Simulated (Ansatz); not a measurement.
# La on Cu(111): change of the work function, part 3 of 3

Wanted: Δφ(θ) for La/Cu(111), starting from the fcc site.

Ansatz 0.2.0; plane-wave DFT, PBE, Ansatz PAW.

So far, work function, upper face (eV): step 2 (the clean slab) 4.79; step 3 (37 atoms, coverage 0.111 ML, cell 3x3) 2.22.

## 4. Adsorbate added, k-mesh 6×6×1, coverage 0.25 ML

System of this step: La/Cu(111). The cell holds 17 atoms: 16 Cu and 1 La. Its edges and angles: a = 5.105 Å, b = 5.105 Å, c = 27.418 Å, α = 90.0°, β = 90.0°, γ = 60.0°. Vacuum lies along c.

Another coverage, to see how the dipoles act on each other as their distance changes.

input.yaml

```yaml
crystal:
  lattice:
    - [5.1053109602, 1.0e-10, 0.0]
    - [2.5526554801, 4.4213289858, 0.0]
    - [0.0, 0.0, 27.418134228]
  atoms:
    - { symbol: Cu, position: [0.0, 0.0, 0.3282499066] }
    - { symbol: Cu, position: [0.1666666667, 0.1666666667, 0.4042665478] }
    - { symbol: Cu, position: [0.3333333333, 0.3333333333, 0.480283189] }
    - { symbol: Cu, position: [0.0, 0.0, 0.5562998302] }
    - { symbol: Cu, position: [0.0, 0.5, 0.3282499066] }
    - { symbol: Cu, position: [0.1666666667, 0.6666666667, 0.4042665478] }
    - { symbol: Cu, position: [0.3333333333, 0.8333333333, 0.480283189] }
    - { symbol: Cu, position: [0.0, 0.5, 0.5562998302] }
    - { symbol: Cu, position: [0.5, 0.0, 0.3282499066] }
    - { symbol: Cu, position: [0.6666666667, 0.1666666667, 0.4042665478] }
    - { symbol: Cu, position: [0.8333333333, 0.3333333333, 0.480283189] }
    - { symbol: Cu, position: [0.5, 0.0, 0.5562998302] }
    - { symbol: Cu, position: [0.5, 0.5, 0.3282499066] }
    - { symbol: Cu, position: [0.6666666667, 0.6666666667, 0.4042665478] }
    - { symbol: Cu, position: [0.8333333333, 0.8333333333, 0.480283189] }
    - { symbol: Cu, position: [0.5, 0.5, 0.5562998302] }
    - { symbol: La, position: [0.1666666667, 0.1666666667, 0.6717500934] }
kpoints:
  mp_grid: { grid: [6, 6, 1] }
hamiltonian:
  xc: pbe
scf:
  occupations: { method: fermi_dirac, width: 0.1 }
  convergence: { dr2_threshold: 1.0e-08 }
efield:
  axis: 3
  dipole_correction: true
  ramp_position: 0.97
  ramp_width: 0.06
relax:
  f_tol: 0.02
  max_steps: 60
  constraints: [{ sites: [0, 1, 4, 5, 8, 9, 12, 13] }]
output:
  dos: { projected: true, e_range: [-8, 4] }
  write_potential: true
  write_density: true
  volumetric_format: npy
  elf: true
```

The run is started by

```sh
> ansatz run input.yaml --threads 4 --pin off --max-ram 16384MiB --backend cpu --events-out ev --progress --plain --runs-dir out
```

Numbers of over 12 decimals in the logs are rounded to 6 here.

Log:

```text
La: projections on atomic orbitals take those of the free atom [Kr 4d10] 4f0 5s2 5p6 5d1 6s2, of charge +0.00 (hamiltonian.pseudopotentials.projection_atoms); the dataset's partial waves leave at most 1.9e-5 of an orbital's norm unspanned inside its sphere
[...]
Crystal: 17 atoms, lattice volume = 618.889 Å³
Basis set: ecut = 420 eV, 12121 PW (Γ), exchange–correlation on 72×72×384 points (8 copies of the dense FFT grid, shifted against one another)
Bands: 189, of which v1, the nominal top of the filled ones, is band 158 counted from 1 (157 counted from 0)
Symmetry: 6 space group operations
[...]
k-points: 7 of 36 (time reversal used)
[...]
SCF iter   1: F=—  HF=-112248.724987 eV  |F-HF|=—  |Δ(HF+E_count)|=         —  Δρ=2.88e-2  dr2=3.43e1  ethr=1.77e-3  p=0.281 e·Å  D=8.23e-2 V/Å  ΔV_dip=-2.26 eV  dr2_dipole=1.49e1  V_vac-E_F(+/−)=2.72/4.97 eV  ⟨swp⟩=6.4  Hψ=5143  notcnv=0  defer=27
[...]
SCF iter  14: F=-112248.475260 eV  HF=-112248.475260 eV  |F-HF|=3.26e-8  |Δ(HF+E_count)|=   1.20e-7  Δρ=9.97e-7  dr2=8.82e-9  ethr=3.17e-12  p=0.238 e·Å  D=6.95e-2 V/Å  ΔV_dip=-1.91 eV  dr2_dipole=2.52e-10  V_vac-E_F(+/−)=2.88/4.79 eV  ⟨swp⟩=13.6  Hψ=10263  notcnv=0
SCF 1 converged in 14 iterations: F = -112248.475260 eV  dr2 = 8.82e-9
[...]
relax step   1: F+E_penalty+E_count = -112248.47525967 eV  Δ(F+E_penalty+E_count) = +0.000e0 eV  max|allowed force component| = 1.493e0 eV/Å  Δτ_max = 0.0000 Å  (14 SCF iters, accepted)
[...]
SCF iter  15: F=-112248.790400 eV  HF=-112248.790400 eV  |F-HF|=7.71e-10  |Δ(HF+E_count)|=   2.52e-8  Δρ=5.65e-7  dr2=3.47e-9  ethr=3.17e-12  p=0.239 e·Å  D=6.99e-2 V/Å  ΔV_dip=-1.92 eV  dr2_dipole=8.60e-10  V_vac-E_F(+/−)=2.88/4.79 eV  ⟨swp⟩=12.9  Hψ=8987  notcnv=0
SCF 2 converged in 15 iterations: F = -112248.790400 eV  dr2 = 3.47e-9
relax step   2: F+E_penalty+E_count = -112248.79039990 eV  Δ(F+E_penalty+E_count) = -3.151e-1 eV  max|allowed force component| = 1.494e0 eV/Å  Δτ_max = 0.1964 Å  (15 SCF iters, accepted)
SCF iter   1: F=—  HF=-112249.112331 eV  |F-HF|=—  |Δ(HF+E_count)|=         —  Δρ=2.65e-3  dr2=2.49e-1  ethr=5.18e-4  p=0.239 e·Å  D=6.99e-2 V/Å  ΔV_dip=-1.92 eV  dr2_dipole=7.96e-2  V_vac-E_F(+/−)=2.88/4.80 eV  ⟨swp⟩=5.7  Hψ=3097  notcnv=0  defer=46
[...]
SCF iter  14: F=-112249.093830 eV  HF=-112249.093830 eV  |F-HF|=2.17e-8  |Δ(HF+E_count)|=   9.48e-8  Δρ=9.48e-7  dr2=7.61e-9  ethr=3.17e-12  p=0.243 e·Å  D=7.11e-2 V/Å  ΔV_dip=-1.95 eV  dr2_dipole=1.25e-10  V_vac-E_F(+/−)=2.85/4.80 eV  ⟨swp⟩=13.4  Hψ=9554  notcnv=0
SCF 3 converged in 14 iterations: F = -112249.093830 eV  dr2 = 7.61e-9
relax step   3: F+E_penalty+E_count = -112249.09382997 eV  Δ(F+E_penalty+E_count) = -3.034e-1 eV  max|allowed force component| = 1.333e0 eV/Å  Δτ_max = 0.1944 Å  (14 SCF iters, accepted)
[...]
relax step   4: F+E_penalty+E_count = -112249.34955717 eV  Δ(F+E_penalty+E_count) = -2.557e-1 eV  max|allowed force component| = 8.704e-1 eV/Å  Δτ_max = 0.1952 Å  (15 SCF iters, accepted)
[...]
relax step   5: F+E_penalty+E_count = -112249.49501559 eV  Δ(F+E_penalty+E_count) = -1.455e-1 eV  max|allowed force component| = 4.412e-1 eV/Å  Δτ_max = 0.1924 Å  (15 SCF iters, accepted)
[...]
relax step   6: F+E_penalty+E_count = -112249.51530271 eV  Δ(F+E_penalty+E_count) = -2.029e-2 eV  max|allowed force component| = 5.896e-1 eV/Å  Δτ_max = 0.1700 Å  (15 SCF iters, accepted)
[...]
relax step   7: F+E_penalty+E_count = -112249.53619572 eV  Δ(F+E_penalty+E_count) = -2.089e-2 eV  max|allowed force component| = 1.107e-1 eV/Å  Δτ_max = 0.1838 Å  (15 SCF iters, accepted)
[...]
relax step   8: F+E_penalty+E_count = -112249.54134965 eV  Δ(F+E_penalty+E_count) = -5.154e-3 eV  max|allowed force component| = 2.421e-2 eV/Å  Δτ_max = 0.1336 Å  (15 SCF iters, accepted)
SCF iter   1: F=—  HF=-112249.543310 eV  |F-HF|=—  |Δ(HF+E_count)|=         —  Δρ=1.06e-3  dr2=6.55e-3  ethr=3.26e-5  p=0.278 e·Å  D=8.11e-2 V/Å  ΔV_dip=-2.22 eV  dr2_dipole=1.23e-3  V_vac-E_F(+/−)=2.62/4.85 eV  ⟨swp⟩=2.9  Hψ=2817  notcnv=0  defer=56
[...]
SCF iter  11: F=-112249.541806 eV  HF=-112249.541806 eV  |F-HF|=2.88e-8  |Δ(HF+E_count)|=   3.22e-8  Δρ=1.02e-6  dr2=8.66e-9  ethr=3.17e-12  p=0.279 e·Å  D=8.15e-2 V/Å  ΔV_dip=-2.23 eV  dr2_dipole=6.89e-10  V_vac-E_F(+/−)=2.61/4.84 eV  ⟨swp⟩=13.3  Hψ=9505  notcnv=0
SCF 9 converged in 11 iterations: F = -112249.541806 eV  dr2 = 8.66e-9
relax step   9: F+E_penalty+E_count = -112249.54180598 eV  Δ(F+E_penalty+E_count) = -4.563e-4 eV  max|allowed force component| = 3.348e-3 eV/Å  Δτ_max = 0.0331 Å  (11 SCF iters, accepted)
[...]
SCF converged after 11 iterations
Free energy (F): -112249.541806 eV
[...]
Internal energy: -112249.237917 eV  (E = F + TS)
E sigma→0 (E₀):  -112249.389862 eV
Entropy (-TS):   -0.303889 eV (-17.876 meV/atom)
Fermi energy:    3.567848 eV
Dipole field:    D = 0.081475 V/Å  (p = 0.278661 e·Å, saw-weighted, corrected)
Work function:   Φ+ = 2.6104 eV   Φ− = 4.8443 eV
[...]
--- Forces (eV/Å), atoms counted from 1 ---
  atom   1  Cu     0.02380574     0.01374425    -0.00998183
  atom   2  Cu     0.00000000     0.00000000     0.09296477
  atom   3  Cu     0.00010774     0.00006220     0.00007971
  atom   4  Cu    -0.00027195    -0.00015701    -0.00122347
  atom   5  Cu     0.00000000    -0.02748850    -0.00998183
  atom   6  Cu     0.08316126    -0.04801317    -0.00100109
  atom   7  Cu     0.00000000    -0.00012441     0.00007971
  atom   8  Cu    -0.00000000     0.00031402    -0.00122347
  atom   9  Cu    -0.02380574     0.01374425    -0.00998183
  atom  10  Cu    -0.00000000     0.09602635    -0.00100109
  atom  11  Cu    -0.00010774     0.00006220     0.00007971
  atom  12  Cu     0.00027195    -0.00015701    -0.00122347
  atom  13  Cu    -0.00000000     0.00000000    -0.05948307
  atom  14  Cu    -0.08316126    -0.04801317    -0.00100109
  atom  15  Cu     0.00000000     0.00000000     0.00067180
  atom  16  Cu     0.00000000     0.00000000    -0.00111147
  atom  17  La    -0.00000000     0.00000000     0.00334847
  max |Σ_I F_I| component: 1.05e-5 eV/Å
--- Band table (eV; the first three rows and the last of 7) ---
  k-point 0: bands = [... 154 lower, 3.0912, 3.0912, 3.7694, 3.8715, 3.8715, 3.9802, 4.3017, 4.4019, ... 27 higher]
  k-point 1: bands = [... 154 lower, 3.1298, 3.2242, 3.2708, 3.6683, 3.7134, 3.7487, 4.1017, 4.2874, ... 27 higher]
  k-point 2: bands = [... 154 lower, 2.8355, 3.2950, 3.3247, 3.6590, 3.6906, 3.7553, 4.1883, 4.3526, ... 27 higher]
  k-point 6: bands = [... 154 lower, 2.4750, 2.5945, 2.7527, 3.8582, 4.0366, 4.0792, 4.2710, 4.3296, ... 27 higher]
--- Relaxed structure (9 steps of the walk, 9 accepted, 0 SCFs on fresh bases) ---
  F+E_penalty+E_count = -112249.54180598 eV   max|allowed force component| = 3.348e-3 eV/Å
  atoms:
[...]
- { symbol: Cu, position: [0.166667, 0.166667, 0.404267] }
    - { symbol: Cu, position: [0.334998, 0.334998, 0.481100] }
    - { symbol: Cu, position: [-0.00376327, -0.00376327, 0.555400] }
    - { symbol: Cu, position: [0.0, 0.500000, 0.328250] }
    - { symbol: Cu, position: [0.166667, 0.666667, 0.404267] }
    - { symbol: Cu, position: [0.334998, 0.830004, 0.481100] }
    - { symbol: Cu, position: [-0.00376327, 0.507527, 0.555400] }
    - { symbol: Cu, position: [0.500000, -1.7959490104087922e-17, 0.328250] }
    - { symbol: Cu, position: [0.666667, 0.166667, 0.404267] }
    - { symbol: Cu, position: [0.830004, 0.334998, 0.481100] }
    - { symbol: Cu, position: [0.507527, -0.00376327, 0.555400] }
    - { symbol: Cu, position: [0.500000, 0.500000, 0.328250] }
    - { symbol: Cu, position: [0.666667, 0.666667, 0.404267] }
    - { symbol: Cu, position: [0.833333, 0.833333, 0.478301] }
    - { symbol: Cu, position: [0.500000, 0.500000, 0.571845] }
    - { symbol: La, position: [0.166667, 0.166667, 0.640180] }
```

The job ended after 5.6 min (4 threads of Arm Neoverse V1, shared host; peak memory 2.9 GiB).

Step by step:

| step | energy less that of the first step (eV) | largest force component (eV/Å) |
| --- | --- | --- |
| 1 | 0.0000 | 1.4925 |
| 2 | -0.3151 | 1.4942 |
| 3 | -0.6186 | 1.3331 |
| 4 | -0.8743 | 0.8704 |
| 5 | -1.0198 | 0.4412 |
| 6 | -1.0400 | 0.5896 |
| 7 | -1.0609 | 0.1107 |
| 8 | -1.0661 | 0.0242 |
| 9 | -1.0665 | 0.0033 |

Forces are held to the 6 operations that the run works with; a distortion that breaks them can't arise in this run.

The atoms that moved most (Å):

| atom | dx | dy | dz | length |
| --- | --- | --- | --- | --- |
| La17 | 0.000 | 0.000 | -0.866 | 0.866 |
| Cu16 | 0.000 | 0.000 | 0.426 | 0.426 |
| Cu15 | 0.000 | 0.000 | -0.054 | 0.054 |
| Cu4 | -0.029 | -0.017 | -0.025 | 0.041 |
| Cu8 | 0.000 | 0.033 | -0.025 | 0.041 |
| Cu12 | 0.029 | -0.017 | -0.025 | 0.041 |
| Cu11 | -0.013 | 0.007 | 0.022 | 0.027 |
| Cu7 | 0.000 | -0.015 | 0.022 | 0.027 |

The relaxed structure:

```
Cu La
1.0
     5.10531    0.00000    0.00000
     2.55266    4.42133    0.00000
     0.00000    0.00000   27.41813
Cu La
16 1
Direct
  0.00000 0.00000 0.32825
  0.16667 0.16667 0.40427
  0.33500 0.33500 0.48110
  0.99624 0.99624 0.55540
  0.00000 0.50000 0.32825
  0.16667 0.66667 0.40427
  0.33500 0.83000 0.48110
  0.99624 0.50753 0.55540
  0.50000 0.00000 0.32825
  0.66667 0.16667 0.40427
  0.83000 0.33500 0.48110
  0.50753 0.99624 0.55540
  0.50000 0.50000 0.32825
  0.66667 0.66667 0.40427
  0.83333 0.83333 0.47830
  0.50000 0.50000 0.57185
  0.16667 0.16667 0.64018
```

Numbers from this step:

| Item | Value |
| --- | --- |
| energy at zero smearing | -112249.3899 eV |
| work function, upper face | 2.610 eV |
| work function, lower face | 4.844 eV |
| dipole along the normal | 0.2787 e·Å |
| step between the vacuum levels | -2.234 eV |

Running mean over 2.084 Å of the planar mean; the ramp of the sawtooth is left out. Table of electron's electrostatic potential energy less the Fermi level by z:

| z (Å) | electron's electrostatic potential energy less the Fermi level (eV) |
| --- | --- |
| 4 | 4.84 |
| 5 | 4.84 |
| 6 | 4.79 |
| 7 | 4.16 |
| 8 | -2.71 |
| 9 | -8.52 |
| 10 | -8.79 |
| 11 | -8.86 |
| 12 | -8.79 |
| 13 | -8.78 |
| 14 | -8.29 |
| 15 | -8.35 |
| 16 | -7.53 |
| 17 | -3.74 |
| 18 | -3.48 |
| 19 | -0.0707 |
| 20 | 2.06 |
| 21 | 2.50 |
| 22 | 2.59 |
| 23 | 2.61 |
| 24 | 2.61 |

The density of states has structure finer than the step of the table below, so its rows give means over 0.5 eV, whole bins alone (the curve runs from -8 to 1.98 eV). Peaks (eV: height): -3.43: 84.1, -2.92: 88.4, -2.71: 103, -2.56: 86.4, -1.86: 84.3, -1.68: 107, 0.87: 164.

Table of density of states by energy, zero at the Fermi level; means over each step:

| energy (eV) | density of states (states/eV a cell) |
| --- | --- |
| -7.5 | 2.11 |
| -7.0 | 1.95 |
| -6.5 | 2.71 |
| -6.0 | 2.88 |
| -5.5 | 5.19 |
| -5.0 | 9.93 |
| -4.5 | 19.0 |
| -4.0 | 36.9 |
| -3.5 | 40.4 |
| -3.0 | 58.0 |
| -2.5 | 54.1 |
| -2.0 | 66.1 |
| -1.5 | 39.4 |
| -1.0 | 6.92 |
| -0.5 | 5.94 |
| 0.0 | 10.0 |
| 0.5 | 8.73 |
| 1.0 | 36.5 |
| 1.5 | 7.97 |

Projected DOS per atom over height of the atomic layer and energy from the Fermi level. Layers: Cu4 Cu4 Cu4 Cu3 Cu La from below.

Ten even steps from '_' (0.0 states/eV) to '@' (30.2 states/eV), each cell a mean:
```
____________
__________..
__________@@
__________..
____________
____________
____________
____________
......__::__
..__..__..__
..........__
______..____
______..____
____________
____________
____________
____________
____________
____________
____________
____________
____________
```
Columns: height of the atomic layer (Å) from 9 to 17.6 (not evenly spaced); rows upwards: energy from the Fermi level (eV) from -7.96 to 1.95.

Electrostatic potential energy in the ca plane at fractional y = 0.167, with atoms of Cu and La within 0.2 Å of it. With pseudopotentials it is smooth inside the atoms' cores, unlike the true potential.

Values in eV, 8 rows by 16 columns, each cell a mean:
```
-15   1   2   4 -12  -3 -10  -3  -1  -4   3   6   7   7   7   7
 -2   1 -23  -4  -2   2   0   3   6   5   5   6   7   7   7   7
  4  -2 -42 -16   4   6   5   6   7   6   6   7   7   7   7   7
 -2   1 -25  -4  -1   3  -1   3   6   5   6   6   7   7   7   7
-15   1   2   4 -12  -3 -10  -3  -1  -4   3   6   7   7   7   7
 -2   1 -23  -4  -1   3   1   1 -22 -32  -2   5   6   7   7   7
  4  -2 -42 -16   4   6   5   2 -31 -31  -7   5   6   7   7   7
 -2   1 -25  -4   0   3   0   1 -23 -33  -2   5   6   7   7   7
```
Columns run along c (16.0 Å, from fractional 0.31 to 0.90 of the cell; values clipped at the 3rd and 97th percentile), rows up along a (5.1 Å). Atoms in or near the plane, at fractional coordinates: Cu at (0.40, 0.17), Cu at (0.40, 0.67), La at (0.64, 0.17).

Valence density in the ca plane at fractional y = 0.167, with atoms of Cu and La within 0.2 Å of it. It is the smooth field of the valence electrons, not physical close to the nuclei.

Ten steps, logarithmic in the rise over the least value, from '0' (0 e/Å³) to '9' (46 e/Å³), each cell a mean:
```
23210011000122111122100111100000000000000000
22210011100122111122100000000000000000000000
11100134210111100111100000000000000000000000
00001378621011000000000000000000000000000000
00001489721000000000000000000000000000000000
01101367520011000011000000000000000000000000
11110123210111100111100000000000000000000000
23210011000122111122100000000000000000000000
22210011100122111122100111100000000000000000
11100134210111100111101223210000000000000000
00001378620000000000012333321000000000000000
00001489721000000000012333321000000000000000
01101367520000000011011233321000000000000000
11110123210111100111101222210000000000000000
```
Columns run along c (16.0 Å, from fractional 0.31 to 0.90 of the cell), rows up along a (5.1 Å). Atoms in or near the plane, at fractional coordinates: Cu at (0.40, 0.17), Cu at (0.40, 0.67), La at (0.64, 0.17).

ELF in the ca plane at fractional y = 0.167, with atoms of Cu and La within 0.2 Å of it. It is the smooth field of the valence electrons, not physical close to the nuclei.

Ten even steps from '0' (0.00) to '9' (0.84), each cell a mean:
```
22222222222122222222222367641111110000000000
22222222222122222222232111110111110000000000
22222222222222222222233211011122110000000000
22332256322322222222333322122222210000000000
33332279522333322233333333222332210000000000
22222245322322222222333322112222210000000000
22222222222222222222233210001122110000000000
22222222222122222222232122211111110000000000
22222222222122222222222478752111110000000000
22222222222222222222224899985111110000000000
32232256322322222223326853797211110000000000
33332279522332222333327820597311110000000000
22222245322222222223326965897211110000000000
22222222222222222222224899984111110000000000
```
Columns run along c (16.0 Å, from fractional 0.31 to 0.90 of the cell), rows up along a (5.1 Å). Atoms in or near the plane, at fractional coordinates: Cu at (0.40, 0.17), Cu at (0.40, 0.67), La at (0.64, 0.17).

The relaxation took 9 steps and lowered the energy by 1.1 eV; the largest force on the free atoms ends at 0.0033 eV/Å.

By hand: a sheet of dipoles makes a step −p/(ε₀A) in the electron's potential. With e/ε₀ = 180.95 V·Å, p = 0.2787 e·Å and A = 22.57 Å², that is −180.95 × (0.2787) / 22.57 = -2.234 eV, and the two vacuum levels of the run differ by -2.234 eV.

The covered face has 2.61 eV, -2.18 eV against the clean one; the bare back face has moved by +0.06 eV, a measure of how thin the slab is.

## 5. Work function against coverage

This step: plane-wave DFT, PBE, Ansatz PAW; work function against coverage (Ansatz 0.2.0).

The runs are now put side by side.

Numbers from this step:

```yaml
work_function_of_the_clean_face: 4.786 eV
largest_change_of_the_work_function: -2.570 eV
```

Table of work function of the covered face by coverage:

| coverage (adsorbates/nm²) | work function of the covered face (eV) |
| --- | --- |
| 0.00 | 4.79 |
| 1.97 | 2.22 |
| 4.43 | 2.61 |

The dipole per adsorbate comes from the change of the cell's dipole. Coverage, by row:

| coverage (1/nm²) | coverage (ML) | work function (eV) | change (eV) | dipole per adsorbate, positive end outwards (debye) | mean height of the added atoms over the highest substrate atom (Å) |
| --- | --- | --- | --- | --- | --- |
| 1.969 | 0.1111 | 2.216 | -2.57 | 3.497 | 2.075 |
| 4.43 | 0.25 | 2.61 | -2.175 | 1.339 | 1.874 |

## 6. Results

```yaml
work_function_of_the_clean_face: 4.79 eV
work_function_at_0p11_ml: 2.22 eV
work_function_at_0p25_ml: 2.61 eV
dipole_per_adsorbate_at_0p11_ml_positive_end_outwards: 3.50 D
```

La lowers the work function of Cu(111) at the lowest coverage, by 2.57 eV: the adsorbate layer has its positive end outwards. The slab has 4 layers, at the tabulated experimental lattice constant, one starting site was run, and quantum-size effects of a slab this thin can reach one or two tenths of an eV. The main runs have no spin polarisation; a magnetic state could lie lower and would change these results.

[Logs are printed without paths, hosts, clocks, repeated set-up lines and the standing remarks that a program may print on its own settings, such as how far it seeks lower states.]

[Hosts, paths, dates, database ids (printed as entryN), source tags and the programs' standing remarks are cut or masked in the printed files.]

[Maps of the electrostatic potential energy from Ansatz leave out the sawtooth potential of an applied field or a dipole correction, so their vacuum need not be flat; planar profiles and work functions include it.]

[The density of states shown here was stored with 400 of the rows of the run's finer table, so its peaks can read low, often by over a quarter, or be missed, and its means over a window can be off by a tenth or more.]
